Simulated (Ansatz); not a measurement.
# Sr on Re(0001): change of the work function, part 2 of 4

How does one ordered layer of Sr (hcp site) change the work function of Re(0001), and what dipole does each adsorbate carry?

Ansatz 0.2.0; plane-wave DFT, r2SCAN, Ansatz PAW (the session's first sound run).

So far, work function, upper face (eV): step 2 (the clean slab) 4.99.

## 3. The covered slab

System of this step: Sr/Re(0001). The cell holds 17 atoms: 16 Re and 1 Sr. Cell: a = 5.520 Å, b = 5.520 Å, c = 27.883 Å, α = 90.0°, β = 90.0°, γ = 60.0°. Vacuum lies along c.

The clean slab as it ended is repeated in the plane and the adsorbate is set on one face; the cell's size fixes the coverage, and the k-mesh shrinks with it to keep the sampling density about even. Adsorbate and upper layers relax, since the dipole depends on the height.

The input, input.yaml:

```yaml
crystal:
  lattice:
    - [5.5199999999, 0.0, 0.0]
    - [2.76, 4.7804602288, 0.0]
    - [0.0, 0.0, 27.8831061138]
  atoms:
    - { symbol: Re, position: [0.3333333333, 0.3333333333, 0.3227760911] }
    - { symbol: Re, position: [0.0, 0.0, 0.4027062105] }
    - { symbol: Re, position: [0.3333333333, 0.3333333333, 0.4851909864] }
    - { symbol: Re, position: [0.0, 0.0, 0.5601319581] }
    - { symbol: Re, position: [0.3333333333, 0.8333333333, 0.3227760911] }
    - { symbol: Re, position: [0.0, 0.5, 0.4027062105] }
    - { symbol: Re, position: [0.3333333333, 0.8333333333, 0.4851909864] }
    - { symbol: Re, position: [0.0, 0.5, 0.5601319581] }
    - { symbol: Re, position: [0.8333333333, 0.3333333333, 0.3227760911] }
    - { symbol: Re, position: [0.5, 0.0, 0.4027062105] }
    - { symbol: Re, position: [0.8333333333, 0.3333333333, 0.4851909864] }
    - { symbol: Re, position: [0.5, 0.0, 0.5601319581] }
    - { symbol: Re, position: [0.8333333333, 0.8333333333, 0.3227760911] }
    - { symbol: Re, position: [0.5, 0.5, 0.4027062105] }
    - { symbol: Re, position: [0.8333333333, 0.8333333333, 0.4851909864] }
    - { symbol: Re, position: [0.5, 0.5, 0.5601319581] }
    - { symbol: Sr, position: [0.3333333333, 0.3333333333, 0.6772239089] }
kpoints:
  mp_grid: { grid: [6, 6, 1] }
hamiltonian:
  xc: r2scan
scf:
  occupations: { method: fermi_dirac, width: 0.1 }
  convergence: { dr2_threshold: 1.0e-08 }
efield:
  axis: 3
  dipole_correction: true
  ramp_position: 0.97
  ramp_width: 0.06
relax:
  f_tol: 0.02
  max_steps: 60
  constraints: [{ sites: [0, 1, 4, 5, 8, 9, 12, 13] }]
output:
  bader: true
  dos: { projected: true, e_range: [-8, 4] }
  write_potential: true
  write_density: true
  volumetric_format: npy
  elf: true
```

Launch:

```console
> ansatz run input.yaml --threads 8 --pin off --max-ram 12288MiB --backend cpu --events-out ev --progress --plain --runs-dir out
```

Numbers of over 12 decimals in the logs are rounded to 6 here.

What it wrote:

```text
[...]
Crystal: 17 atoms, lattice volume = 735.783 Å³
Basis set: ecut = 500 eV, 18635 PW (Γ), exchange–correlation on 180×180×864 points (64 copies of the dense FFT grid, shifted against one another)
Bands: 150, of which v1, the nominal top of the filled ones, is band 125 counted from 1 (124 counted from 0)
Symmetry: 6 space group operations
[...]
k-points: 7 of 36 (time reversal used)
[...]
SCF iter   1: F=—  HF=-177639.414439 eV  |F-HF|=—  |Δ(HF+E_count)|=         —  Δρ=8.64e-3  dr2=4.16e0  dr2_τ=1.23e0  ethr=1.77e-3  p=0.427 e·Å  D=1.05e-1 V/Å  ΔV_dip=-2.93 eV  dr2_dipole=1.58e0  V_vac-E_F(+/−)=2.42/5.35 eV  ⟨swp⟩=13.1  Hψ=5958  notcnv=0
[...]
SCF iter  12: F=-177639.647976 eV  HF=-177639.647976 eV  |F-HF|=2.56e-9  |Δ(HF+E_count)|=   4.07e-8  Δρ=6.67e-7  dr2=8.95e-9  dr2_τ=9.71e-10  ethr=4.00e-12  p=0.326 e·Å  D=8.03e-2 V/Å  ΔV_dip=-2.24 eV  dr2_dipole=8.85e-10  V_vac-E_F(+/−)=2.92/5.16 eV  ⟨swp⟩=13.0  Hψ=9130  notcnv=0
SCF 1 converged in 12 iterations: F = -177639.647976 eV  dr2 = 8.95e-9
[...]
relax step   1: F+E_penalty+E_count = -177639.64797573 eV  Δ(F+E_penalty+E_count) = +0.000e0 eV  max|allowed force component| = 1.104e0 eV/Å  Δτ_max = 0.0000 Å  (12 SCF iters, accepted)
[...]
SCF iter   1: F=—  HF=-177639.211314 eV  |F-HF|=—  |Δ(HF+E_count)|=         —  Δρ=3.78e-3  dr2=6.01e-1  dr2_τ=2.60e0  ethr=1.92e-4  p=0.326 e·Å  D=8.03e-2 V/Å  ΔV_dip=-2.24 eV  dr2_dipole=7.78e-3  V_vac-E_F(+/−)=2.92/5.16 eV  ⟨swp⟩=2.0  Hψ=4306  notcnv=0
[...]
eigensolver tolerance schedule calibrated: the retry pair's looser diagonalisation under-reported the residual by θ = 0.20 (0.17/decade); ethr = c·dr2/N_el runs at the constant in force after the calibration composes with the one it found (an armed cap, an earlier calibration), c = 3.5e-2
[...]
SCF iter   2: F=—  HF=-177639.871540 eV  |F-HF|=—  |Δ(HF+E_count)|=   6.60e-1  Δρ=2.40e-3  dr2=3.80e-1  dr2_τ=1.78e-2  ethr=8.53e-5  p=0.346 e·Å  D=8.51e-2 V/Å  ΔV_dip=-2.37 eV  dr2_dipole=5.36e-2  V_vac-E_F(+/−)=2.79/5.17 eV  ⟨swp⟩=4.7  Hψ=2637  notcnv=0  defer=1
[...]
SCF iter  12: F=-177639.852735 eV  HF=-177639.852735 eV  |F-HF|=5.82e-10  |Δ(HF+E_count)|=   4.10e-9  Δρ=3.38e-7  dr2=3.77e-9  dr2_τ=1.89e-10  ethr=1.42e-12  p=0.353 e·Å  D=8.67e-2 V/Å  ΔV_dip=-2.42 eV  dr2_dipole=3.91e-12  V_vac-E_F(+/−)=2.75/5.17 eV  ⟨swp⟩=12.0  Hψ=7489  notcnv=0
SCF 2 converged in 12 iterations: F = -177639.852735 eV  dr2 = 3.77e-9
[...]
relax step   2: F+E_penalty+E_count = -177639.85273500 eV  Δ(F+E_penalty+E_count) = -2.048e-1 eV  max|allowed force component| = 9.846e-1 eV/Å  Δτ_max = 0.1680 Å  (12 SCF iters, accepted)
SCF iter   1: F=—  HF=-177639.844283 eV  |F-HF|=—  |Δ(HF+E_count)|=         —  Δρ=2.45e-3  dr2=2.69e-1  dr2_τ=1.29e0  ethr=2.41e-3  p=0.353 e·Å  D=8.67e-2 V/Å  ΔV_dip=-2.42 eV  dr2_dipole=4.33e-2  V_vac-E_F(+/−)=2.76/5.18 eV  ⟨swp⟩=5.9  Hψ=2790  notcnv=0
[...]
SCF iter  13: F=-177640.016891 eV  HF=-177640.016891 eV  |F-HF|=1.16e-10  |Δ(HF+E_count)|=   4.39e-9  Δρ=2.05e-7  dr2=2.12e-9  dr2_τ=4.69e-11  ethr=4.00e-12  p=0.389 e·Å  D=9.56e-2 V/Å  ΔV_dip=-2.67 eV  dr2_dipole=3.94e-10  V_vac-E_F(+/−)=2.51/5.17 eV  ⟨swp⟩=14.3  Hψ=7721  notcnv=0
SCF 3 converged in 13 iterations: F = -177640.016891 eV  dr2 = 2.12e-9
relax step   3: F+E_penalty+E_count = -177640.01689084 eV  Δ(F+E_penalty+E_count) = -1.642e-1 eV  max|allowed force component| = 6.027e-1 eV/Å  Δτ_max = 0.1950 Å  (13 SCF iters, accepted)
[...]
relax step   4: F+E_penalty+E_count = -177640.08549698 eV  Δ(F+E_penalty+E_count) = -6.861e-2 eV  max|allowed force component| = 9.841e-2 eV/Å  Δτ_max = 0.1974 Å  (11 SCF iters, accepted)
[...]
relax step   5: F+E_penalty+E_count = -177640.08824339 eV  Δ(F+E_penalty+E_count) = -2.746e-3 eV  max|allowed force component| = 6.399e-2 eV/Å  Δτ_max = 0.0186 Å  (10 SCF iters, accepted)
SCF iter   1: F=—  HF=-177640.079298 eV  |F-HF|=—  |Δ(HF+E_count)|=         —  Δρ=4.20e-4  dr2=2.10e-3  dr2_τ=2.48e-2  ethr=2.14e-5  p=0.433 e·Å  D=1.06e-1 V/Å  ΔV_dip=-2.97 eV  dr2_dipole=3.42e-5  V_vac-E_F(+/−)=2.20/5.17 eV  ⟨swp⟩=2.0  Hψ=1733  notcnv=0  defer=1
[...]
SCF iter  10: F=-177640.088668 eV  HF=-177640.088668 eV  |F-HF|=1.69e-9  |Δ(HF+E_count)|=   6.93e-9  Δρ=3.33e-7  dr2=3.74e-9  dr2_τ=1.60e-10  ethr=4.00e-12  p=0.434 e·Å  D=1.07e-1 V/Å  ΔV_dip=-2.97 eV  dr2_dipole=1.27e-9  V_vac-E_F(+/−)=2.20/5.17 eV  ⟨swp⟩=14.1  Hψ=8041  notcnv=0
SCF 6 converged in 10 iterations: F = -177640.088668 eV  dr2 = 3.74e-9
relax step   6: F+E_penalty+E_count = -177640.08866826 eV  Δ(F+E_penalty+E_count) = -4.249e-4 eV  max|allowed force component| = 1.224e-2 eV/Å  Δτ_max = 0.0116 Å  (10 SCF iters, accepted)
NSCF: frozen V_eff on 7 k-points
[...]
SCF iter   2: F=-177640.088668 eV  HF=-177640.088668 eV  |F-HF|=3.14e-9  |Δ(HF+E_count)|=   2.07e-9  Δρ=3.43e-7  dr2=4.41e-9  dr2_τ=1.74e-10  ethr=1.37e-12  p=0.434 e·Å  D=1.07e-1 V/Å  ΔV_dip=-2.97 eV  dr2_dipole=2.20e-10  V_vac-E_F(+/−)=2.20/5.17 eV  ⟨swp⟩=11.0  Hψ=7195  notcnv=0
SCF 7 converged in 2 iterations: F = -177640.088668 eV  dr2 = 4.41e-9
[...]
SCF converged after 2 iterations
Free energy (F): -177640.088668 eV
[...]
Internal energy: -177639.679121 eV  (E = F + TS)
E sigma→0 (E₀):  -177639.883895 eV
Entropy (-TS):   -0.409547 eV (-24.091 meV/atom)
Fermi energy:    5.871171 eV
Dipole field:    D = 0.106663 V/Å  (p = 0.433713 e·Å, saw-weighted, corrected)
Work function:   Φ+ = 2.1953 eV   Φ− = 5.1694 eV
[...]
--- Forces (eV/Å), atoms counted from 1 ---
  atom   1  Re    -0.00000000     0.00000000     1.52902893
  atom   2  Re     0.00000000    -0.00000000    -1.68557298
  atom   3  Re     0.00000000     0.00000000     0.00632074
  atom   4  Re    -0.00000000    -0.00000000     0.00095558
  atom   5  Re    -0.01092644     0.00630838     1.62553306
  atom   6  Re    -0.01989941     0.01148893    -1.57548086
  atom   7  Re    -0.00594353     0.00343150     0.00152956
  atom   8  Re    -0.01058960     0.00611391    -0.00426123
  atom   9  Re    -0.00000000    -0.01261676     1.62553306
  atom  10  Re    -0.00000000    -0.02297786    -1.57548086
  atom  11  Re    -0.00000000    -0.00686299     0.00152956
  atom  12  Re    -0.00000000    -0.01222781    -0.00426123
  atom  13  Re     0.01092644     0.00630838     1.62553306
  atom  14  Re     0.01989941     0.01148893    -1.57548086
  atom  15  Re     0.00594353     0.00343150     0.00152956
  atom  16  Re     0.01058960     0.00611391    -0.00426123
  atom  17  Sr     0.00000000    -0.00000000     0.00730705
  max |Σ_I F_I| component: 9.35e-7 eV/Å
--- Band table (eV; the first three rows and the last of 7) ---
  k-point 0: bands = [... 121 lower, 6.2248, 6.3036, 6.3036, 6.4018, 6.7800, 6.7800, 7.4875, 7.4875, ... 21 higher]
  k-point 1: bands = [... 121 lower, 5.8129, 5.9105, 5.9295, 6.0839, 6.6405, 6.6511, 6.7467, 6.7654, ... 21 higher]
  k-point 2: bands = [... 121 lower, 5.3508, 5.4027, 5.4510, 5.4664, 5.6380, 5.7691, 6.0777, 6.5576, ... 21 higher]
  k-point 6: bands = [... 121 lower, 5.5273, 5.5641, 5.7057, 5.7378, 5.8385, 5.9655, 6.2785, 6.3466, ... 21 higher]
--- Relaxed structure (6 steps of the walk, 6 accepted, 0 SCFs on fresh bases) ---
  F+E_penalty+E_count = -177640.08866826 eV   max|allowed force component| = 1.224e-2 eV/Å
  atoms:
    - { symbol: Re, position: [0.333333, 0.333333, 0.322776] }
    - { symbol: Re, position: [1.632680918509386e-17, 1.632680918509386e-17, 0.402706] }
    - { symbol: Re, position: [0.333333, 0.333333, 0.485363] }
    - { symbol: Re, position: [1.632680918509386e-17, 1.632680918509386e-17, 0.563560] }
    - { symbol: Re, position: [0.333333, 0.833333, 0.322776] }
    - { symbol: Re, position: [5.551115123125783e-17, 0.5, 0.402706] }
    - { symbol: Re, position: [0.331225, 0.834387, 0.485497] }
    - { symbol: Re, position: [-0.00492724, 0.502464, 0.559735] }
    - { symbol: Re, position: [0.833333, 0.333333, 0.322776] }
    - { symbol: Re, position: [0.5, 1.6326809184689963e-17, 0.402706] }
    - { symbol: Re, position: [0.834387, 0.331225, 0.485497] }
    - { symbol: Re, position: [0.502464, -0.00492724, 0.559735] }
    - { symbol: Re, position: [0.833333, 0.833333, 0.322776] }
    - { symbol: Re, position: [0.500000, 0.5, 0.402706] }
    - { symbol: Re, position: [0.834387, 0.834387, 0.485497] }
    - { symbol: Re, position: [0.502464, 0.502464, 0.559735] }
    - { symbol: Sr, position: [0.333333, 0.333333, 0.656434] }
--- Bader charges: 17 sites ---
  site symbol  charge [e]  shift [e]
     0     Re     -0.0739     0.0001
     1     Re      0.0588     0.0001
     2     Re      0.0703     0.0002
     3     Re     -0.3396     0.0003
     4     Re     -0.0710     0.0001
     5     Re      0.0588     0.0001
     6     Re      0.0891     0.0001
     7     Re     -0.3468     0.0001
     8     Re     -0.0710     0.0001
     9     Re      0.0588     0.0001
    10     Re      0.0891     0.0001
    11     Re     -0.3467     0.0001
    12     Re     -0.0710     0.0001
    13     Re      0.0588     0.0001
    14     Re      0.0891     0.0001
    15     Re     -0.3467     0.0001
    16     Sr      1.0942     0.0000
  estimated error of the sums over rays = 7.5e-4 e
```

The job ended after 3.2 min (8 threads of Arm Neoverse V2, shared host; peak memory 6.1 GiB; 25 min of CPU time).

The steps of the relaxation:

```tsv
step	energy less that of the first step (eV)	largest force component (eV/Å)
1	0.0000	1.1037
2	-0.2048	0.9846
3	-0.3689	0.6027
4	-0.4375	0.0984
5	-0.4403	0.0640
6	-0.4407	0.0122
```

The run keeps the 6 symmetry operations that it works with, so distortions that break them were not tested.

The atoms that moved most (Å):

```tsv
atom	dx	dy	dz	length
Sr17	0.000	0.000	-0.580	0.580
Re4	0.000	0.000	0.096	0.096
Re8	-0.020	0.012	-0.011	0.026
Re12	0.000	-0.024	-0.011	0.026
Re16	0.020	0.012	-0.011	0.026
Re15	0.009	0.005	0.009	0.013
Re11	0.000	-0.010	0.009	0.013
Re7	-0.009	0.005	0.009	0.013
```

Numbers from this step:

```yaml
energy_at_zero_smearing: -177639.8839 eV
work_function_upper_face: 2.195 eV
work_function_lower_face: 5.169 eV
dipole_along_the_normal: 0.4337 e·Å
step_between_the_vacuum_levels: -2.974 eV
```

Running mean over 2.2287 Å of the planar mean; the ramp of the sawtooth is left out. The electron's electrostatic potential energy less the Fermi level by z:

z (Å), electron's electrostatic potential energy less the Fermi level (eV) and a bar from the least value:
```
      3.5        5.2 ##############################
      4.0        5.2 ##############################
      4.5        5.2 ##############################
      5.0        5.2 ##############################
      5.5        5.1 ##############################
      6.0        5.1 ##############################
      6.5        4.7 #############################
      7.0        3.7 ############################
      7.5        0.2 ######################
      8.0       -6.0 #############
      8.5      -11.1 #####
      9.0      -12.8 ###
      9.5      -13.0 ###
     10.0      -13.1 ##
     10.5      -13.2 ##
     11.0      -13.2 ##
     11.5      -13.1 ###
     12.0      -12.5 ###
     12.5      -12.3 ####
     13.0      -12.8 ###
     13.5      -13.3 ##
     14.0      -14.1 #
     14.5      -14.7 
     15.0      -14.3 #
     15.5      -13.3 ##
     16.0      -12.2 ####
     16.5       -8.6 #########
     17.0       -4.2 ################
     17.5       -2.6 ##################
     18.0       -2.9 ##################
     18.5       -3.2 #################
     19.0       -2.8 ##################
     19.5       -1.0 #####################
     20.0        0.7 #######################
     20.5        1.4 ########################
     21.0        1.8 #########################
     21.5        2.0 #########################
     22.0        2.1 #########################
     22.5        2.1 #########################
     23.0        2.2 #########################
     23.5        2.2 #########################
     24.0        2.2 ##########################
     24.5        2.2 ##########################
```

The density of states has structure finer than the step of the table below, so its rows give means over 0.25 eV, whole bins alone (the curve runs from -8 to 1.98 eV). Peaks (eV: height): -2.560: 35.5, -2.380: 48.7, -1.500: 33.2, -0.330: 52.5, 0.840: 35.3, 1.110: 46.2, 1.920: 51.8.

Density of states against energy, zero at the Fermi level; means over each step:

```tsv
energy (eV)	density of states (states/eV a cell)
-7.75	2.00
-7.50	1.80
-7.25	2.22
-7.00	3.47
-6.75	5.65
-6.50	5.89
-6.25	10.7
-6.00	12.9
-5.75	11.8
-5.50	14.5
-5.25	17.4
-5.00	14.7
-4.75	10.1
-4.50	14.2
-4.25	14.2
-4.00	17.8
-3.75	9.98
-3.50	16.5
-3.25	15.1
-3.00	9.15
-2.75	13.8
-2.50	22.6
-2.25	22.6
-2.00	16.7
-1.75	19.4
-1.50	28.3
-1.25	27.2
-1.00	23.1
-0.75	18.0
-0.50	18.3
-0.25	23.7
0.00	10.7
0.25	11.2
0.50	8.17
0.75	19.3
1.00	19.2
1.25	13.7
1.50	13.4
1.75	16.8
```

Projected DOS per atom over height of the atomic layer and energy from the Fermi level. Layers: Re4 Re4 Re4 Re4 Sr from below.

Values in states/eV, 22 rows by 5 columns, each cell a mean:
```
1.23 0.88 0.66 0.94 0.30
0.93 0.53 0.59 0.74 0.16
1.07 0.74 0.75 1.02 0.23
0.50 0.47 0.41 0.56 0.70
0.82 0.71 0.50 0.63 0.29
1.52 1.32 1.14 1.13 0.23
1.40 1.01 1.20 1.50 0.33
2.07 1.24 1.53 1.95 0.31
1.21 0.76 0.92 1.40 0.30
1.53 1.21 0.90 1.31 0.26
0.76 0.77 0.78 1.03 0.22
0.84 0.95 0.80 0.79 0.13
0.76 0.92 0.73 0.78 0.04
0.94 1.10 0.94 1.01 0.02
0.71 0.74 0.83 0.84 0.00
0.91 1.12 1.02 0.74 0.01
0.66 0.93 1.15 0.89 0.02
0.45 0.94 1.05 0.71 0.02
0.27 0.55 0.70 0.38 0.02
0.19 0.29 0.34 0.25 0.02
0.09 0.16 0.15 0.11 0.01
0.09 0.15 0.15 0.11 0.01
```
Columns: height of the atomic layer (Å) from 9 to 18.3 (not evenly spaced); rows upwards: energy from the Fermi level (eV) from -7.96 to 1.95.

Electrostatic potential energy in the ca plane at fractional y = 0.331, with atoms of Re and Sr within 0.2 Å of it. With pseudopotentials it is smooth inside the atoms' cores, unlike the true potential.

Ten even steps from '0' (-65 eV) to '9' (9 eV), each cell a mean:
```
24799888998523589888999999999999999999999999
01589999996100279999999999999999999999999999
00489999996100269999999999999999999999999999
12689989997311479989999999999999999999999999
56898877898755789877899999999999999999999999
89998656899988998656899999999999999999999999
89998656899988998756899988889999999999999999
56898877898755789878899875578999999999999999
02689989997311479999999730027899999999999999
00489999996100269999999610006899999999999999
01589999996200279999999720016899999999999999
34799888998533689888999852258899999999999999
78998767899877898767899987788999999999999999
99998656899999998656899999999999999999999999
78998767899877898767899999999999999999999999
```
Columns run along c (16.0 Å, from fractional 0.32 to 0.90 of the cell; values clipped at the 3rd and 97th percentile), rows up along a (5.5 Å). Atoms in or near the plane, at fractional coordinates: Re at (0.49, 0.33), Re at (0.49, 0.83), Sr at (0.66, 0.33).

Valence density in the ca plane at fractional y = 0.331, with atoms of Re and Sr within 0.2 Å of it. It is the smooth field of the valence electrons, not physical close to the nuclei.

Ten steps, logarithmic in the rise over the least value, from '0' (0.0 e/Å³) to '9' (6.8 e/Å³), each cell a mean:
```
87544444444788644444322100000000000000000000
99744344346999854443321100000000000000000000
99744333346999864443321100000000000000000000
98644444345899754444321100000000000000000000
76444555434566544555432110000000000000000000
44334666433444444566432111100000000000000000
44334666433444444566432223321000000000000000
76444555434576544555432346653100000000000000
98644444345899754444332477775200000000000000
99744333346999864333333577775310000000000000
99744344346899854443333577775210000000000000
87544444434788644444332367764100000000000000
54434565433455444565432234432000000000000000
44334676433444444566432111110000000000000000
54444565433455444565432110000000000000000000
```
Columns run along c (16.0 Å, from fractional 0.32 to 0.90 of the cell), rows up along a (5.5 Å). Atoms in or near the plane, at fractional coordinates: Re at (0.49, 0.33), Re at (0.49, 0.83), Sr at (0.66, 0.33).

ELF in the ca plane at fractional y = 0.331, with atoms of Re and Sr within 0.2 Å of it. It is the smooth field of the valence electrons, not physical close to the nuclei.

Ten even steps from '0' (0.00) to '9' (0.84), each cell a mean:
```
76344333443577434333444432111223321100000000
68545434544877734445555544333333221100000000
57545445534856734445665544333333221100000000
87444333443788634334455443222233321100000000
54343333333354343333334421000122322110000000
33432354234333442344333210000011222110000000
33432354234333443344332114531001232210000000
54343333343354344333342279996200233211000000
87444334443788634434552598799410133321000000
57545445534856734445652793289510133321000000
78545434534877734445652696599510133321000000
75344333443576434333442389997300233211000000
33343343233333343333332147863101233210000000
43432354234444442354333101110001232210000000
33343343233333343344333310000012222110000000
```
Columns run along c (16.0 Å, from fractional 0.32 to 0.90 of the cell), rows up along a (5.5 Å). Atoms in or near the plane, at fractional coordinates: Re at (0.49, 0.33), Re at (0.49, 0.83), Sr at (0.66, 0.33).

The relaxation took 6 steps and lowered the energy by 0.44 eV; the largest force on the free atoms ends at 0.012 eV/Å.

By hand: a sheet of dipoles makes a step −p/(ε₀A) in the electron's potential. With e/ε₀ = 180.95 V·Å, p = 0.4337 e·Å and A = 26.39 Å², that is −180.95 × (0.4337) / 26.39 = -2.974 eV, and the two vacuum levels of the run differ by -2.974 eV.

The covered face has 2.20 eV, -2.80 eV against the clean one; the bare back face has moved by -0.03 eV, a measure of how thin the slab is.

## 4. Work function against coverage

This step: plane-wave DFT, r2SCAN, Ansatz PAW; work function against coverage (Ansatz 0.2.0).

The runs are now put side by side.

This step gave:

```yaml
work_function_of_the_clean_face: 4.994 eV
largest_change_of_the_work_function: -2.798 eV
```

The work function of the covered face by coverage:

```tsv
coverage (adsorbates/nm²)	work function of the covered face (eV)
0.00	4.99
3.79	2.20
```

The dipole per adsorbate comes from the change of the cell's dipole. Coverage, by row:

```tsv
coverage (1/nm²)	coverage (ML)	work function (eV)	change (eV)	dipole per adsorbate, positive end outwards (debye)	mean height of the added atoms over the highest substrate atom (Å)
3.79	0.25	2.195	-2.798	1.941	2.59
```

(Part 2 of 4 ends here.)

[Logs are printed without paths, hosts, clocks, repeated set-up lines and the standing remarks that a program may print on its own settings, such as how far it seeks lower states.]

[Hosts, paths, dates, database ids (printed as entryN), source tags and the programs' standing remarks are cut or masked in the printed files.]

[Maps of the electrostatic potential energy from Ansatz leave out the sawtooth potential of an applied field or a dipole correction, so their vacuum need not be flat; planar profiles and work functions include it.]

[The density of states shown here was stored with 400 of the rows of the run's finer table, so its peaks can read low, often by over a quarter, or be missed, and its means over a window can be off by a tenth or more.]
